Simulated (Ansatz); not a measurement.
## Bands, cutoff and cost in G0W0 for MgAl2C2 (P-3m1)

How do accuracy and time trade against each other in G0W0 on MgAl2C2 (P-3m1)?

Method: G0W0 on r2SCAN, plane waves, PAW, in Ansatz 0.2.0.

## 1. Set-up

It takes space group P-3m1 (No. 164, trigonal). The conventional cell has a = 3.377 Å, b = 3.377 Å, c = 5.817 Å, α = 90.00°, β = 90.00°, γ = 120.00°. Nearest to Mg lie 6 C at 2.51 Å. Nearest to Al lie 4 C at 2.00 to 2.20 Å. C has 4 Al at 2.00 to 2.20 Å and 3 Mg at 2.51 Å nearest. Farther neighbours are not listed.

Coordinates:

```cif
data_structure
_symmetry_space_group_name_H-M 'P 1'
_symmetry_Int_Tables_number 1
_cell_length_a 3.3770
_cell_length_b 3.3770
_cell_length_c 5.8170
_cell_angle_alpha 90.000
_cell_angle_beta 90.000
_cell_angle_gamma 120.000
_cell_volume 57.45
loop_
_atom_site_label
_atom_site_type_symbol
_atom_site_fract_x
_atom_site_fract_y
_atom_site_fract_z
_atom_site_occupancy
Mg1 Mg 0.00000 0.00000 0.00000 1
Al2 Al 0.33333 0.66667 0.35070 1
Al3 Al 0.66667 0.33333 0.64930 1
C4 C 0.33333 0.66667 0.72899 1
C5 C 0.66667 0.33333 0.27101 1
```

Geometry: measured cell, ions relaxed with r2SCAN. The runs that relaxed it are not among those shown. The default PAW set here is soft_2. Its files were made with PBE.

## 2. 60 empty bands, screening to 60 eV

Now the one-shot GW correction: screening in the RPA, then the self-energy of the levels asked for.

Input file input.yaml:

```yaml
crystal:
  lattice:
    - [3.377, 0.0, 0.0]
    - [-1.6885, 2.9245677886, 0.0]
    - [0.0, 0.0, 5.817]
  atoms:
    - { symbol: Mg, position: [0.0, 0.0, 0.0] }
    - { symbol: Al, position: [0.3333333333, 0.6666666667, 0.3506950892] }
    - { symbol: Al, position: [0.6666666667, 0.3333333333, 0.6493049108] }
    - { symbol: C, position: [0.3333333333, 0.6666666667, 0.7289915423] }
    - { symbol: C, position: [0.6666666667, 0.3333333333, 0.2710084577] }
kpoints:
  mp_grid: { grid: [6, 6, 4] }
hamiltonian:
  xc: r2scan
scf:
  occupations: { method: fixed }
gw:
  n_empty_bands: 60
  ecut_chi: 60
  qp_bands: [v2, c2]
  qp_kpoints: band_edges
  screening: { model: contour_deformation }
```

Started as:

```
> ansatz run input.yaml --threads 2 --pin off --max-ram 92160MiB --backend cuda --events-out ev --progress --plain --runs-dir out --devices 1 --max-vram 13GiB  # rebuilt from the run's record
```

Numbers of over 12 decimals in the logs are rounded to 6 here.

The log of the run:

```text
GPUs: using 1 of 1 available (devices: 1).
Engine: ansatz 0.2.0, x86_64-unknown-linux-gnu
Pseudopotentials: kind: paw
Pseudopotential: Mg, paw, valence charge 10, recommended cutoff 500 eV (meta_gga), Mg.paw.azcp
Pseudopotential: Al, paw, valence charge 3, recommended cutoff 500 eV (meta_gga), Al.paw.azcp
Pseudopotential: C, paw, valence charge 4, recommended cutoff 500 eV (meta_gga), C.paw.azcp
Functional definition: r2SCAN
  parameter k0 = 0.174
  parameter k1 = 0.065
  parameter a1 = 4.9479
  exchange = r2scan_x(k0 = k0, k1 = k1, a1 = a1)
  correlation = r2scan_c
device memory: the entry about to start is reckoned to put 0.8 GiB on a device that reports 53.6 GiB free (of which the cap on the GPU budget leaves the run 13.0 GiB)
GPU FFT provider: cuFFT
GPU libraries: cuBLAS 13.8.2, cuFFT 12.4.0, cuSOLVER 12.3.4
Crystal: 5 atoms, lattice volume = 57.450 Å³
Basis set: ecut = 500 eV, 1485 PW (Γ), exchange–correlation on 100×100×180 points (64 copies of the dense FFT grid, shifted against one another)
Bands: 17, of which v1, the nominal top of the filled ones, is band 12 counted from 1 (11 counted from 0)
Symmetry: 12 space group operations
Space group: P-3m1 (ITA 164), of the structure as read, at distance tolerance 3.9e-5 Å
k-points: 24 of 144
Non-local potential: Mg, projectors of the file, l = 0: 3, l = 1: 2, l = 2: 1
Non-local potential: Al, projectors of the file, l = 0: 2, l = 1: 2, l = 2: 1
Non-local potential: C, projectors of the file, l = 0: 2, l = 1: 2, l = 2: 1
PAW form: soft (Blöchl's): semilocal exchange-correlation on the pseudo side does not see the compensation charge
PAW frozen core: Mg, regenerated for the run's functional (the file was generated under x = pbe(κ = 0.804, μ = 0.219515), c = pbe(β = 0.066725))
PAW frozen core: Al, regenerated for the run's functional (the file was generated under x = pbe(κ = 0.804, μ = 0.219515), c = pbe(β = 0.066725))
PAW frozen core: C, regenerated for the run's functional (the file was generated under x = pbe(κ = 0.804, μ = 0.219515), c = pbe(β = 0.066725))
PAW one-centre angular grid: Mg, 302 points (default); XC on 224 Gauss nodes
PAW one-centre angular grid: Al, 302 points (default); XC on 160 Gauss nodes
PAW one-centre angular grid: C, 302 points (default); XC on 239 of its mesh's 2573 points in the sphere
Initial density: superposition of atomic densities (neutral atoms: chi_scale 0, normalization atom), corrected by the library's trained network
Initial wavefunctions: pseudopotential atomic-orbital guess
GPU buffer pool allocated for 28125 grid points (all kernels)
GPU transforms: local potential and band sums: pruned to the plane-wave sphere, on 25×25×45
Functional: x = r2scan, c = r2scan; τ floored in thin density (d = 2e-4 eV/Å³)
SCF iter   1: F=—  HF=-3511.367898 eV  |F-HF|=—  |Δ(HF+E_count)|=         —  Δρ=6.87e-3  dr2=1.78e-2  dr2_τ=2.76e-1  ethr=1.77e-3  ⟨swp⟩=4.0  Hψ=1900  notcnv=0  defer=67
preconditioner: auto → none  [insulator: Δε(μ)=2.177 eV  Ē_g=11.069 eV  n_scr=10 (ndim 8)  ℏωp=19.6 eV  f_vac=0.000  ε∞_Penn≈4.1]
SCF iter   2: F=—  HF=-3511.503712 eV  |F-HF|=—  |Δ(HF+E_count)|=   1.36e-1  Δρ=3.85e-3  dr2=5.20e-3  dr2_τ=1.22e-4  ethr=7.44e-5  ⟨swp⟩=2.9  Hψ=967  notcnv=0  defer=70
SCF iter   3: F=—  HF=-3511.504844 eV  |F-HF|=—  |Δ(HF+E_count)|=   1.13e-3  Δρ=6.75e-4  dr2=3.26e-4  dr2_τ=9.72e-6  ethr=2.17e-5  ⟨swp⟩=2.0  Hψ=600  notcnv=0  defer=70
SCF iter   4: F=—  HF=-3511.504867 eV  |F-HF|=—  |Δ(HF+E_count)|=   2.32e-5  Δρ=3.72e-4  dr2=2.85e-4  dr2_τ=1.06e-5  ethr=1.36e-6  ⟨swp⟩=2.0  Hψ=623  notcnv=0  defer=70
SCF iter   5: F=—  HF=-3511.504800 eV  |F-HF|=—  |Δ(HF+E_count)|=   6.67e-5  Δρ=1.80e-4  dr2=3.75e-5  dr2_τ=2.68e-7  ethr=1.19e-6  ⟨swp⟩=2.0  Hψ=470  notcnv=0  defer=32
SCF iter   6: F=—  HF=-3511.504791 eV  |F-HF|=—  |Δ(HF+E_count)|=   9.43e-6  Δρ=4.57e-5  dr2=2.60e-6  dr2_τ=1.11e-8  ethr=1.56e-7  ⟨swp⟩=2.0  Hψ=529  notcnv=0  defer=25
SCF iter   7: F=-3511.504791 eV  HF=-3511.504791 eV  |F-HF|=3.23e-8  |Δ(HF+E_count)|=   3.69e-7  Δρ=1.07e-5  dr2=9.70e-8  dr2_τ=1.57e-9  ethr=4.17e-10  ⟨swp⟩=7.0  Hψ=2108  notcnv=0
SCF 1 converged in 7 iterations: F = -3511.504791 eV  dr2 = 9.70e-8
  greatest PAW one-centre occupation: 1.000 electrons in one spin orbital (limit 2), on the Mg atom at site 0 (counted from 0), in its partial waves of l = 0
device memory: the entry about to start is reckoned to put 0.9 GiB on a device that reports 47.7 GiB free (of which the cap on the GPU budget leaves the run 13.0 GiB)
NSCF: frozen V_eff on 24 k-points, pencils in batches of 32, up to order 68
the band table was solved once the SCF had ended and its energy, with any forces and stress, was formed, with the checks that follow a solve (2160 applications of the Hamiltonian). They found nothing against the state; the energy, forces and stress were not computed again (output.eigenvalues in the input reference)
device memory: the entry about to start is reckoned to put 1.9 GiB on a device that reports 47.1 GiB free (of which the cap on the GPU budget leaves the run 13.0 GiB)
NSCF: frozen V_eff on 24 k-points, pencils in batches of 32, up to order 308
G₀W₀ screening: q 1/24
[... further progress lines ...]
SCF converged after 7 iterations
Free energy (F): -3511.504791 eV
Harris-Foulkes:  -3511.504791 eV  (|F-HF|=3.23e-8)
Internal energy: -3511.504791 eV  (E = F + TS)
E sigma→0 (E₀):  -3511.504791 eV
Fermi energy:    8.469828 eV
--- Per-component energies (eV) ---
  E_band       = -295.840215
  E_kinetic    = 306.770564
  E_local      = -1835.278244  (includes V_loc(G=0)·N_el)
  E_nonlocal   = 166.553232
  E_hartree    = 677.401025
  E_xc         = -199.436247
  E_vxc        = -237.562256  (∫ρ·V_xc dr)
  E_paw        = -1444.037497  (= ΣΔE_a)
  E_vpaw       = -63.166493  (= ΣTr[D̂ρ^β])
  E_aug_tail   = 0.000005  (compensation charges beyond the density's cutoff)
  E_vtau       = 12.045254  (kinetic-family band-sum trace: ∫τ·v_τ [+ j·A + Jᵃ·Aᵃ] dr)
  E_ewald      = -1183.281656
  E_core_change = -0.195972  (= ΣΔE_core)
  E_smearing   = -0.000000  (= −TS)
  E_closure    = 0.000000  (closes the sum)
  Σ components = -3511.504791   (vs F -3511.504791, Δ=0.00e0)
--- Band table (eV; the first three rows and the last of 24) ---
  k-point 0: bands = [... 8 lower, 7.3715, 8.2517, 8.2948, 8.2948, 12.2765, 13.6494, 15.7776, 15.7776, ... 1 higher]
  k-point 1: bands = [... 8 lower, 7.4460, 7.4460, 8.2013, 8.2013, 13.0147, 14.0716, 15.6954, 15.6954, ... 1 higher]
  k-point 2: bands = [... 8 lower, 7.5450, 7.5450, 8.0832, 8.0832, 13.4749, 14.5031, 15.6749, 15.6749, ... 1 higher]
  k-point 23: bands = [... 8 lower, 3.1673, 4.3386, 7.3340, 7.3340, 12.4478, 12.4478, 13.2925, 15.4634, ... 1 higher]
--- G₀W₀: contour deformation, 6 samples at zero and on the imaginary axis and 2 off it, 144 q-points, 60 empty bands' worth ---
  eigenvalues of the whole cell's RPA ε∞ on this k-mesh (on a slab, of 1 + 4πα/V) = 6.6163, 6.6163, 7.2205; static W/v taken at q = 0 is 0.147661
  gw.qp_kpoints: band_edges: 14 of 24 stored k-points solved, in 1 pass; an edge of the gap read off the rows below is read off those points alone
    valence top: of the k-points left out ik 4 came nearest to being solved in a further pass, in band 12 (counted from 1, as in the quasiparticle table): it holds the edge there only if its correction is more favourable than any solved in that band by at least 0.492 eV; those differ by 0.302 eV
    conduction bottom: of the k-points left out ik 9 came nearest to being solved in a further pass, in band 13 (counted from 1, as in the quasiparticle table): it holds the edge there only if its correction is more favourable than any solved in that band by at least 0.982 eV; those differ by 0.347 eV
    ik  band        ε_KS         Σx   Σc(E_QP)       V_xc       Z   E_QP_lin       E_QP  E_QP is
     0    11      8.2948   -17.4353     2.5052   -15.0235  0.7832     8.3882     8.3883  root
     0    12      8.2948   -17.4353     2.5052   -15.0235  0.7832     8.3882     8.3883  root
     0    13     12.2765    -9.1659    -3.8420   -13.5789  0.7958    12.8506    12.8475  root
     0    14     13.6494    -8.1820    -4.1363   -12.8646  0.7937    14.1988    14.1957  root
     1    11      8.2013   -17.4061     2.5338   -14.9526  0.7826     8.2815     8.2816  root
     1    12      8.2013   -17.4061     2.5338   -14.9526  0.7826     8.2815     8.2816  root
     1    13     13.0147    -8.7177    -4.0366   -13.3110  0.7940    13.5747    13.5714  root
     1    14     14.0716    -8.5644    -4.2576   -13.4483  0.7872    14.7027    14.6979  root
     2    11      8.0832   -17.3481     2.5688   -14.8418  0.7819     8.1458     8.1458  root
     2    12      8.0832   -17.3481     2.5688   -14.8418  0.7819     8.1458     8.1458  root
     2    13     13.4749    -8.1347    -4.2122   -12.8662  0.7924    13.9973    13.9942  root
     2    14     14.5031    -8.1737    -4.3306   -13.0742  0.7933    15.0768    15.0730  root
     3    11      8.0994   -17.4937     2.5547   -15.0148  0.7821     8.1752     8.1752  root
     3    12      8.4698   -16.3832     2.0813   -14.3780  0.7862     8.5458     8.5459  root
     3    13     13.1074    -8.6354    -3.9461   -13.1573  0.7928    13.6868    13.6832  root
     3    14     13.5180    -6.6379    -4.1204   -11.1516  0.7991    13.9131    13.9112  root
     6    11      7.5948   -16.2096     2.2810   -13.8850  0.7823     7.5512     7.5512  root
     6    12      7.9827   -17.4715     2.5779   -14.9492  0.7816     8.0382     8.0382  root
     6    13     13.5100    -8.4643    -4.0395   -13.0729  0.7929    14.0827    14.0791  root
     6    14     13.9990    -7.0016    -4.1953   -11.6542  0.7934    14.4586    14.4563  root
     7    11      7.6421   -17.5034     2.6597   -14.8688  0.7796     7.6672     7.6672  root
     7    12      7.6488   -15.9401     2.1863   -13.7158  0.7828     7.6108     7.6108  root
     7    13     11.6545    -6.2358    -3.7399   -10.2668  0.8105    11.9463    11.9456  root
     7    14     13.5276    -7.5222    -4.1163   -12.1299  0.7946    14.0219    14.0190  root
[...]
21    11      5.8306   -15.9481     2.7375   -13.0023  0.7651     5.6216     5.6223  root
    21    12      5.8306   -15.9481     2.7375   -13.0023  0.7651     5.6216     5.6223  root
    21    13     11.4216    -5.9829    -3.6601    -9.8722  0.8166    11.6512    11.6508  root
    21    14     14.9360    -6.7448    -4.4698   -11.7468  0.7710    15.4726    15.4682  root
    23    11      7.3340   -16.6143     2.4126   -14.1857  0.7792     7.3180     7.3180  root
    23    12      7.3340   -16.6143     2.4126   -14.1857  0.7792     7.3180     7.3180  root
    23    13     12.4478    -6.7506    -3.8484   -10.9702  0.8047    12.8204    12.8190  root
    23    14     12.4478    -6.7506    -3.8484   -10.9702  0.8047    12.8204    12.8190  root
```

Elapsed: 12 s, on 1 × NVIDIA H100 80GB HBM3 (shared by 6 runs) with 2 threads of AMD EPYC 7R13 (Zen 3), shared host; peak memory 1.1 GiB; 11 s of CPU time.

In the SCF lines HF is the Harris–Foulkes energy and dr2 the Hartree energy of the density residual, in eV; the loop may stop once dr2 is under the threshold and the program's other checks hold. Hψ counts applications of the Hamiltonian.

Numbers from this step:

```yaml
bands_summed: 72
rpa_eps_infinity_on_this_mesh_eigenvalues: 6.616, 6.616, 7.220
plane_waves_in_the_screening_matrix: 67
q_points_in_the_mesh: 144
g0w0_gap_on_the_mesh: 2.469 eV
k_of_the_valence_top: 0, 0.1667, 0
k_of_the_conduction_bottom: 0, -0.5, 0.25
starting_gap_on_the_mesh: 2.251 eV
z_at_the_valence_top: 0.7862
z_at_the_conduction_bottom: 0.8119
least_direct_g0w0_gap_on_the_computed_points: 3.786 eV
```

The gap on the mesh goes from 2.25 eV to 2.47 eV, a correction of +0.22 eV. Between the two edge states, bare exchange in place of the xc potential would open the gap by 5.77 eV, and correlation takes back 5.56 eV.

## 3. 171 empty bands, screening to 120 eV

Bands and screening cutoff are moved together, since each hides the error of the other.

Changes to input.yaml since step 2:

```diff
@@ -18,4 +18,4 @@
 gw:
-  n_empty_bands: 60
-  ecut_chi: 60
+  n_empty_bands: 171
+  ecut_chi: 120
   qp_bands: [v2, c2]
```

The log of the run:

```text
GPUs: using 1 of 1 available (devices: 1).
[...]
GPU FFT provider: cuFFT
GPU libraries: cuBLAS 13.8.2, cuFFT 12.4.0, cuSOLVER 12.3.4
Crystal: 5 atoms, lattice volume = 57.450 Å³
Basis set: ecut = 500 eV, 1485 PW (Γ), exchange–correlation on 100×100×180 points (64 copies of the dense FFT grid, shifted against one another)
Bands: 17, of which v1, the nominal top of the filled ones, is band 12 counted from 1 (11 counted from 0)
Symmetry: 12 space group operations
[...]
k-points: 24 of 144
[...]
GPU buffer pool allocated for 28125 grid points (all kernels)
[...]
SCF iter   1: F=—  HF=-3511.367898 eV  |F-HF|=—  |Δ(HF+E_count)|=         —  Δρ=6.87e-3  dr2=1.78e-2  dr2_τ=2.76e-1  ethr=1.77e-3  ⟨swp⟩=4.0  Hψ=1900  notcnv=0  defer=67
[...]
SCF iter   7: F=-3511.504791 eV  HF=-3511.504791 eV  |F-HF|=3.23e-8  |Δ(HF+E_count)|=   3.69e-7  Δρ=1.07e-5  dr2=9.70e-8  dr2_τ=1.57e-9  ethr=4.17e-10  ⟨swp⟩=7.0  Hψ=2108  notcnv=0
SCF 1 converged in 7 iterations: F = -3511.504791 eV  dr2 = 9.70e-8
[...]
NSCF: frozen V_eff on 24 k-points, pencils in batches of 32, up to order 68
[...]
NSCF: frozen V_eff on 24 k-points
G₀W₀ screening: q 1/24
[... further progress lines ...]
SCF converged after 7 iterations
Free energy (F): -3511.504791 eV
[...]
Internal energy: -3511.504791 eV  (E = F + TS)
E sigma→0 (E₀):  -3511.504791 eV
Fermi energy:    8.469828 eV
[...]
--- Band table (eV; the first three rows and the last of 24) ---
  k-point 0: bands = [... 8 lower, 7.3715, 8.2517, 8.2948, 8.2948, 12.2765, 13.6494, 15.7776, 15.7776, ... 1 higher]
  k-point 1: bands = [... 8 lower, 7.4460, 7.4460, 8.2013, 8.2013, 13.0147, 14.0716, 15.6954, 15.6954, ... 1 higher]
  k-point 2: bands = [... 8 lower, 7.5450, 7.5450, 8.0832, 8.0832, 13.4749, 14.5031, 15.6749, 15.6749, ... 1 higher]
  k-point 23: bands = [... 8 lower, 3.1673, 4.3386, 7.3340, 7.3340, 12.4478, 12.4478, 13.2925, 15.4634, ... 1 higher]
[...]
bands read: the sum over 183 bands ends inside a degenerate multiplet in 2 slots, whose members it reads at an even weight; the widest, k=22: bands 183 to 184 (counted from 1) at 1/2 each
[...]
0    11      8.2948   -17.4353     2.0464   -15.0235  0.7776     7.9282     7.9294  root
     0    12      8.2948   -17.4353     2.0464   -15.0235  0.7776     7.9282     7.9294  root
     0    13     12.2765    -9.1659    -4.1527   -13.5789  0.7906    12.5374    12.5368  root
     0    14     13.6494    -8.1820    -4.4333   -12.8646  0.7897    13.8994    13.8987  root
     1    11      8.2013   -17.4061     2.0793   -14.9526  0.7771     7.8258     7.8271  root
     1    12      8.2013   -17.4061     2.0793   -14.9526  0.7771     7.8258     7.8271  root
     1    13     13.0147    -8.7177    -4.3462   -13.3110  0.7890    13.2624    13.2618  root
     1    14     14.0716    -8.5644    -4.5903   -13.4483  0.7822    14.3662    14.3652  root
[...]
23    11      7.3340   -16.6143     2.0213   -14.1857  0.7743     6.9249     6.9266  root
    23    12      7.3340   -16.6143     2.0213   -14.1857  0.7743     6.9249     6.9266  root
    23    13     12.4478    -6.7506    -4.0883   -10.9702  0.8029    12.5792    12.5790  root
    23    14     12.4478    -6.7506    -4.0883   -10.9702  0.8029    12.5792    12.5790  root
```

Run time: 20 s. Hardware: 1 × NVIDIA H100 80GB HBM3 (shared by 6 runs) with 2 threads; peak memory 1.4 GiB.

Numbers from this step:

- bands summed: 183
- RPA ε∞ on this mesh (eigenvalues): 6.520, 6.520, 7.169
- plane waves in the screening matrix: 149
- q-points in the mesh: 144
- G0W0 gap on the mesh: 2.677 eV
- k of the valence top: 0, 0.1667, 0
- k of the conduction bottom: 0, -0.5, 0.25
- starting gap on the mesh: 2.251 eV
- Z at the valence top: 0.7806
- Z at the conduction bottom: 0.8101
- least direct G0W0 gap on the computed points: 3.967 eV

Against the run with 6×6×4 mesh, 60 empty bands, screening to 60 eV, the gap moves by +0.21 eV.

## 4. 368 empty bands, screening to 200 eV

Changes to input.yaml since step 3:

```diff
@@ -18,4 +18,4 @@
 gw:
-  n_empty_bands: 171
-  ecut_chi: 120
+  n_empty_bands: 368
+  ecut_chi: 200.0
   qp_bands: [v2, c2]
```

The log of the run:

```text
GPUs: using 1 of 1 available (devices: 1).
[...]
GPU FFT provider: cuFFT
GPU libraries: cuBLAS 13.8.2, cuFFT 12.4.0, cuSOLVER 12.3.4
Crystal: 5 atoms, lattice volume = 57.450 Å³
Basis set: ecut = 500 eV, 1485 PW (Γ), exchange–correlation on 100×100×180 points (64 copies of the dense FFT grid, shifted against one another)
Bands: 17, of which v1, the nominal top of the filled ones, is band 12 counted from 1 (11 counted from 0)
[...]
1    14     14.0716    -8.5644    -4.7469   -13.4483  0.7810    14.2088    14.2086  root
[...]
23    11      7.3340   -16.6143     1.8552   -14.1857  0.7729     6.7571     6.7606  root
    23    12      7.3340   -16.6143     1.8552   -14.1857  0.7729     6.7571     6.7606  root
    23    13     12.4478    -6.7506    -4.1749   -10.9702  0.8024    12.4925    12.4925  root
    23    14     12.4478    -6.7506    -4.1749   -10.9702  0.8024    12.4925    12.4925  root
[key lines of the parts left out:]
SCF converged after 7 iterations
Free energy (F): -3511.504791 eV
Fermi energy:    8.469828 eV
```

The job ended after 35 s (1 × NVIDIA H100 80GB HBM3 (shared by 6 runs) with 2 threads; peak memory 2 GiB; 59 s of CPU time).

This step gave:

```yaml
bands_summed: 380
rpa_eps_infinity_on_this_mesh_eigenvalues: 6.511, 6.511, 7.163
plane_waves_in_the_screening_matrix: 373
g0w0_gap_on_the_mesh: 2.778 eV
k_of_the_valence_top: 0, 0.1667, 0
k_of_the_conduction_bottom: 0, -0.5, 0.25
starting_gap_on_the_mesh: 2.251 eV
least_direct_g0w0_gap_on_the_computed_points: 4.062 eV
```

Against the run with 6×6×4 mesh, 171 empty bands, screening to 120 eV, the gap moves by +0.10 eV.

[end of part 1 of 2]

[Paths, hosts, dates, memory and timing lines, banners, echoed tables and standing remarks are left out of the program output.]

[Logs are printed without paths, hosts, clocks, repeated set-up lines and the standing remarks that a program may print on its own settings, such as how far it seeks lower states.]

[Runs of the session that timed out or met a known fault of the program may be left out.]

[Cells called generated may have been cut or substituted from an entry of the Crystallography Open Database or the Materials Project.]

[Hosts, paths, dates, database ids (printed as entryN), source tags and the programs' standing remarks are cut or masked in the printed files.]
